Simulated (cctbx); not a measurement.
# Lattice, Laue class and space group of a new crystal

Cell: a = 6.1420 Å, b = 6.2670 Å, c = 6.9110 Å, α = 63.66°, β = 89.34°, γ = 60.95°. Expected content of the cell: Ru2 S6 Al2 Mg1.

The data are simulated with cctbx, not measured: Cu Kα, λ = 1.54184 Å, to d = 0.83 Å, 95 % of the full sphere, strongest reflection 5000 counts, noise from counting, a 1.5 % proportional error and a noise floor of 2 counts (s.d.); no absorption, some extinction.

Tests on the unmerged data give:

```text
1407 reflections to d = 0.831 A
centring   violations  <I/sigma> of those
    A        606 of   708     16.7
    B        628 of   701     16.9
    C        612 of   703     16.7
    I        606 of   689     16.7
    R        831 of   946     16.8
    F        923 of  1056     16.8
Laue class    unique    Rint  (classes that these axes allow; Friedel mates merged)
P -1              738   0.023
space group    extra absences  I>4sigma  <I/sigma>
P 1                     0          0         -  acentric
P -1                    0          0         -  centric
Wilson B = 0.39 A^2   <|E^2-1|> = 0.830 (0.968 centric, 0.736 acentric)   E^2>4: 1.8 %
shell (A)         n   <I/sigma>
 5.98 - 1.65     96     29.8
 1.65 - 1.32     95     21.5
 1.32 - 1.15     82     26.0
 1.15 - 1.05     85     19.6
 1.05 - 0.97    104     19.9
 0.97 - 0.91     86     18.4
 0.91 - 0.87     89     16.3
 0.87 - 0.83    101     16.6
```

Q: Read the symmetry from these tables.

Every centring test has many violations, so the lattice is primitive.

Only P -1 fits these axes (Rint 0.023); a search for a hidden higher lattice was not made.

2 settings pass the absence test. No glide or screw absences show, which leaves P 1 and P -1.

⟨|E²−1|⟩ = 0.830 lies between the two ideal values. The Wilson B of 0.39 Å² means U ≈ 0.0049 Å².

The true group is P-1 (no. 2), Laue class -1, centrosymmetric. The tables only narrow the choice to the tied entries; cell content, site symmetry and trial solutions must settle it.

The model is made up (kin elements in a known structure type, no relaxation), so it says nothing on whether the phase exists.

[Logs are printed without paths, hosts, clocks, repeated set-up lines and the standing remarks that a program may print on its own settings, such as how far it seeks lower states.]
